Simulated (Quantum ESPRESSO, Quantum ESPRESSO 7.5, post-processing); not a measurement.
# Cr(110), 5 layers: k-mesh convergence

Aim: how far one choice must go before the vacuum level and the energy of Cr(110), 5 layers stand still, and what it costs.

Calculated with Quantum ESPRESSO 7.5; plane-wave DFT, PBE, SG15 norm-conserving pseudopotentials.

Most raw output is cut from this account.

## 1. The starting structure

The cell holds 5 atoms: 5 Cr. Its edges and angles: a = 2.494 Å, b = 2.494 Å, c = 24.146 Å, α = 90.0°, β = 90.0°, γ = 70.5°. It derives from Cr. Vacuum lies along c.

This run has no spin polarisation, although Cr can carry a moment. A spin-polarised state was not tried and may lie lower.

## 2. Ground state: 27×27×1 points

The first run is the reference of the series.

Input file c0.in:

```
&control
  prefix = 'c0'
  outdir = './out'
  pseudo_dir = './pseudo'
  calculation = 'scf'
  tprnfor = .true.
/
&system
  ibrav = 0
  nat = 5
  ntyp = 1
  ecutwfc = 60
  ecutrho = 240
  occupations = 'smearing'
  smearing = 'mv'
  degauss = 0.02
  assume_isolated = 'esm'
  esm_bc = 'bc1'
/
&electrons
  conv_thr = 1e-07
  mixing_beta = 0.4
  electron_maxstep = 120
  mixing_mode = 'local-TF'
/
ATOMIC_SPECIES
  Cr  51.9961  Cr_ONCV_PBE-1.2.upf
CELL_PARAMETERS angstrom
  2.03646752981726 -1.44000000000000 0.00000000000000
  2.03646752981726 1.44000000000000 0.00000000000000
  0.00000000000000 0.00000000000000 24.14587011926903
ATOMIC_POSITIONS crystal
  Cr  0.000000000000 0.000000000000 -0.168680401225
  Cr  0.500000000000 0.500000000000 -0.084340200612
  Cr  0.000000000000 0.000000000000 0.000000000000
  Cr  0.500000000000 0.500000000000 0.084340200612
  Cr  0.000000000000 0.000000000000 0.168680401225
K_POINTS automatic
  27 27 1 0 0 0
```

Run with:

```bash
$ OMP_NUM_THREADS=1 mpirun -n 4 pw.x -nk 4 -in c0.in > c0.out
```

It took 16 min on 4 MPI ranks of Intel Xeon 6975P-C (Granite Rapids), shared host; peak memory 1.4 GiB; 63 min of CPU time.

This step gave:

| Property | Result |
| --- | --- |
| free energy | -11396.2208 eV |
| Fermi energy | -4.888 eV |
| vacuum line at the lower end of the cell, over the Fermi level | 4.888 eV |
| vacuum line at the upper end of the cell, over the Fermi level | 4.888 eV |

The potential energy, planar mean oscillates, so the rows of the table below give means over windows of 2.03 Å about each position, cut where the curve ends. Its maxima inside the range that stand out by 2 % of the span (Å: eV): -3.0: -2.03, -1.0: -2.11, 1.0: -2.11, 3.0: -2.03. Its minima: -4.1: -13.6, -2.0: -14.0, 0.0: -13.9, 2.0: -14.0, 4.1: -13.6.

Electrostatic potential energy of an electron; zero at the Fermi level. Table of potential energy, planar mean by z; means over each step:

z (Å), potential energy, planar mean (eV) and a bar from the least value:
```
   -11.00        4.9 ##############################
    -8.97        4.9 ##############################
    -6.95        4.8 ##############################
    -4.92       -3.6 ##########
    -2.89       -7.8 
    -0.86       -7.8 
     1.17       -7.8 
     3.20       -7.7 
     5.23       -0.8 #################
     7.26        4.8 ##############################
     9.29        4.9 ##############################
    11.32        4.9 ##############################
```

The program's own clock; routines nest. Time by routine:

```
     routine  wall time (s)   calls
       PWSCF          951.9       1
   electrons            945       1
     c_bands          890.5      31
     cegterg          735.3    1666
       h_psi            499   23209
    vloc_psi          390.2   23209
        fftw          351.8  732322
      calbec          57.61   23405
h_psi:calbec          56.64   23209
  add_vuspsi          47.81   23209
    sum_band          46.04      31
     cdiaghg          28.06   23111
   init_us_2           8.75    3136
       g_psi           7.46   21494
```

The vacuum levels are read from the outermost 0.7 Å of the cell on either side.

The run needed 31 iterations to bring the estimated error under 1e-07 Ry; the largest force on any atom, held or free, is 0.73 eV/Å.

Inside the slab this potential holds the local part of the pseudopotentials, which can be repulsive at the nuclei; only its value in the vacuum has a meaning of its own.

## 3. Self-consistent run: 20×20×1 points

c1.in is the input of step 2 with these lines changed:

```diff
@@ -1,3 +1,3 @@
 &control
-  prefix = 'c0'
+  prefix = 'c1'
   outdir = './out'
@@ -38,2 +38,2 @@
 K_POINTS automatic
-  27 27 1 0 0 0
+  20 20 1 0 0 0
```

Run with:

```bash
$ OMP_NUM_THREADS=1 mpirun -n 4 pw.x -nk 4 -in c1.in > c1.out
```

Run time: 7.9 min. Hardware: 4 MPI ranks; peak memory 0.96 GiB; 32 min of CPU time.

This step gave:

| Item | Value |
| --- | --- |
| free energy | -11396.2209 eV |
| Fermi energy | -4.890 eV |
| vacuum line at the lower end of the cell, over the Fermi level | 4.890 eV |
| vacuum line at the upper end of the cell, over the Fermi level | 4.890 eV |

The program's own clock; routines nest. Time by routine:

```
     routine  wall time (s)   calls
       PWSCF          474.3       1
   electrons          470.1       1
     c_bands          440.2      28
     cegterg          341.2     863
       h_psi          230.2   11503
    vloc_psi          177.6   11503
        fftw          160.4  351738
      calbec          27.92   11615
h_psi:calbec          27.37   11503
  add_vuspsi          23.13   11503
    sum_band           22.8      28
     cdiaghg          13.41   11447
     mix_rho           6.17      28
   init_us_2           4.58    1624
```

Counted from each run's own zero (the Fermi level), the vacuum level differs from the first run's by +2 meV.

## 4. Ground state: 14×14×1 points

c2.in is the input of step 3 with these lines changed:

```diff
@@ -1,3 +1,3 @@
 &control
-  prefix = 'c1'
+  prefix = 'c2'
   outdir = './out'
@@ -38,2 +38,2 @@
 K_POINTS automatic
-  20 20 1 0 0 0
+  14 14 1 0 0 0
```

Run with:

```bash
$ OMP_NUM_THREADS=1 mpirun -n 4 pw.x -nk 4 -in c2.in > c2.out
```

Run time: 4.2 min. Hardware: 4 MPI ranks; peak memory 0.7 GiB.

This step gave:

* free energy: -11396.2167 eV
* Fermi energy: -4.891 eV
* vacuum line at the lower end of the cell, over the Fermi level: 4.891 eV
* vacuum line at the upper end of the cell, over the Fermi level: 4.891 eV

The program's own clock; routines nest. Time by routine:

```
     routine  wall time (s)   calls
       PWSCF          252.3       1
   electrons          249.8       1
     c_bands          231.1      27
     cegterg          187.5     447
       h_psi          127.7    6195
    vloc_psi          99.28    6195
        fftw          89.73  186162
      calbec          15.12    6255
h_psi:calbec          14.82    6195
  add_vuspsi           12.4    6195
    sum_band          12.16      27
     cdiaghg           7.27    6165
     mix_rho            5.6      27
   init_us_2           2.41     840
```

Counted from each run's own zero (the Fermi level), the vacuum level differs from the first run's by +3 meV.

## 5. SCF with pw.x: 10×10×1 points

c3.in is the input of step 4 with these lines changed:

```diff
@@ -1,3 +1,3 @@
 &control
-  prefix = 'c2'
+  prefix = 'c3'
   outdir = './out'
@@ -38,2 +38,2 @@
 K_POINTS automatic
-  14 14 1 0 0 0
+  10 10 1 0 0 0
```

Run with:

```bash
$ OMP_NUM_THREADS=1 mpirun -n 4 pw.x -nk 4 -in c3.in > c3.out
```

The job ended after 2.5 min (4 MPI ranks; peak memory 0.58 GiB).

Read from the output:

| Item | Value |
| --- | --- |
| free energy | -11396.2124 eV |
| Fermi energy | -4.893 eV |
| vacuum line at the lower end of the cell, over the Fermi level | 4.892 eV |
| vacuum line at the upper end of the cell, over the Fermi level | 4.892 eV |

The program's own clock; routines nest. Time by routine:

```
     routine  wall time (s)   calls
       PWSCF          151.6       1
   electrons            150       1
     c_bands          133.6      31
     cegterg          108.5     273
       h_psi          73.49    3529
    vloc_psi          56.83    3529
        fftw          51.28  109832
      calbec           8.84    3561
h_psi:calbec           8.68    3529
     mix_rho           7.84      31
    sum_band           7.45      31
  add_vuspsi           7.27    3529
     cdiaghg           4.12    3513
        ffts           2.72    3409
```

Counted from each run's own zero (the Fermi level), the vacuum level differs from the first run's by +4 meV.

## 6. SCF with pw.x: 7×7×1 points

c4.in is the input of step 5 with these lines changed:

```diff
@@ -1,3 +1,3 @@
 &control
-  prefix = 'c3'
+  prefix = 'c4'
   outdir = './out'
@@ -38,2 +38,2 @@
 K_POINTS automatic
-  10 10 1 0 0 0
+  7 7 1 0 0 0
```

Run with:

```bash
$ OMP_NUM_THREADS=1 mpirun -n 4 pw.x -nk 2 -in c4.in > c4.out
```

Elapsed: 75 s, on 4 MPI ranks; peak memory 0.4 GiB.

Numbers from this step:

* free energy: -11396.2092 eV
* Fermi energy: -4.905 eV
* vacuum line at the lower end of the cell, over the Fermi level: 4.905 eV
* vacuum line at the upper end of the cell, over the Fermi level: 4.905 eV

The program's own clock; routines nest. Time by routine:

```
     routine  wall time (s)   calls
       PWSCF          73.87       1
   electrons          73.08       1
     c_bands          66.39      25
     cegterg          57.37     221
       h_psi          38.95    3072
    vloc_psi          31.34    3072
        fftw          30.24  103144
      calbec           4.12    3104
h_psi:calbec           4.04    3072
     cdiaghg           3.74    3056
    sum_band           3.43      25
  add_vuspsi           3.25    3072
     mix_rho           2.74      25
        ffts           1.19    2451
```

Counted from each run's own zero (the Fermi level), the vacuum level differs from the first run's by +17 meV.

## 7. Self-consistent run: 5×5×1 points

c5.in is the input of step 6 with these lines changed:

```diff
@@ -1,3 +1,3 @@
 &control
-  prefix = 'c4'
+  prefix = 'c5'
   outdir = './out'
@@ -38,2 +38,2 @@
 K_POINTS automatic
-  7 7 1 0 0 0
+  5 5 1 0 0 0
```

Run with:

```bash
$ OMP_NUM_THREADS=1 mpirun -n 4 pw.x -nk 2 -in c5.in > c5.out
```

It took 58 s on 4 MPI ranks; peak memory 0.37 GiB; 3.8 min of CPU time.

Numbers from this step:

- free energy: -11396.2644 eV
- Fermi energy: -4.740 eV
- vacuum line at the lower end of the cell, over the Fermi level: 4.740 eV
- vacuum line at the upper end of the cell, over the Fermi level: 4.740 eV

The program's own clock; routines nest. Time by routine:

```
     routine  wall time (s)  calls
       PWSCF          56.96      1
   electrons          56.33      1
     c_bands          49.12     35
     cegterg          46.05    195
       h_psi           31.4   2725
    vloc_psi          25.22   2725
        fftw          24.57  81106
     mix_rho           3.57     35
      calbec           3.34   2745
     cdiaghg           3.29   2715
h_psi:calbec           3.29   2725
    sum_band           2.94     35
  add_vuspsi           2.63   2725
        ffts           1.55   3251
```

Counted from each run's own zero (the Fermi level), the vacuum level differs from the first run's by -148 meV.

## 8. The series side by side

All levels:

```
         level  vacuum level over the Fermi level (eV)  its change from the first (meV)  energy from the first (meV an atom)  SCF iterations  wall time (s)  peak memory (GiB)  CPU time (s)
27×27×1 points                                   4.888                                0                                    0              31          952.6               1.37          3809
20×20×1 points                                    4.89                                2                             -0.03488              28            475               0.96          1899
14×14×1 points                                   4.891                              3.4                               0.8106              27            253                0.7          1011
10×10×1 points                                   4.892                              4.4                                1.678              31          152.3               0.58         608.3
  7×7×1 points                                   4.905                             17.3                                 2.31              25           74.6                0.4         297.4
  5×5×1 points                                    4.74                           -147.7                               -8.727              35          57.69               0.37         229.8
```

## 9. Outcome

```yaml
vacuum_level_over_the_fermi_level_27x27x1_points: 4.888 eV
cheapest_step_of_the_main_series_that_with_all_steps_before_it_keeps_the_vacuum_level_within_20_mev_of_the_first: 7×7×1 points: +17 meV, 5 min of CPU time against 63 min
setting_with_the_largest_shift_of_the_level: 5×5×1 points: -148 meV
```

**Reading.** The cheapest step of the main series that, with all steps before it, keeps the vacuum level within 20 meV of the first is 7×7×1 points: +17 meV, 5 min of CPU time against 63 min. Over the series the energy moves by up to 8.73 meV an atom and the vacuum level by up to 148 meV. The error of the level grows in size as the mesh thins, and changes sign on the way. The times come from a shared host and are rough. Peak memory is sampled during the run and can miss the peak. The geometry is as built, not relaxed.

[Logs are printed without paths, hosts, clocks, repeated set-up lines and the standing remarks that a program may print on its own settings, such as how far it seeks lower states.]

[Hosts, paths, dates, database ids (printed as entryN), source tags and the programs' standing remarks are cut or masked in the printed files.]

[Maps of the electrostatic potential energy from Ansatz leave out the sawtooth potential of an applied field or a dipole correction, so their vacuum need not be flat; planar profiles and work functions include it.]
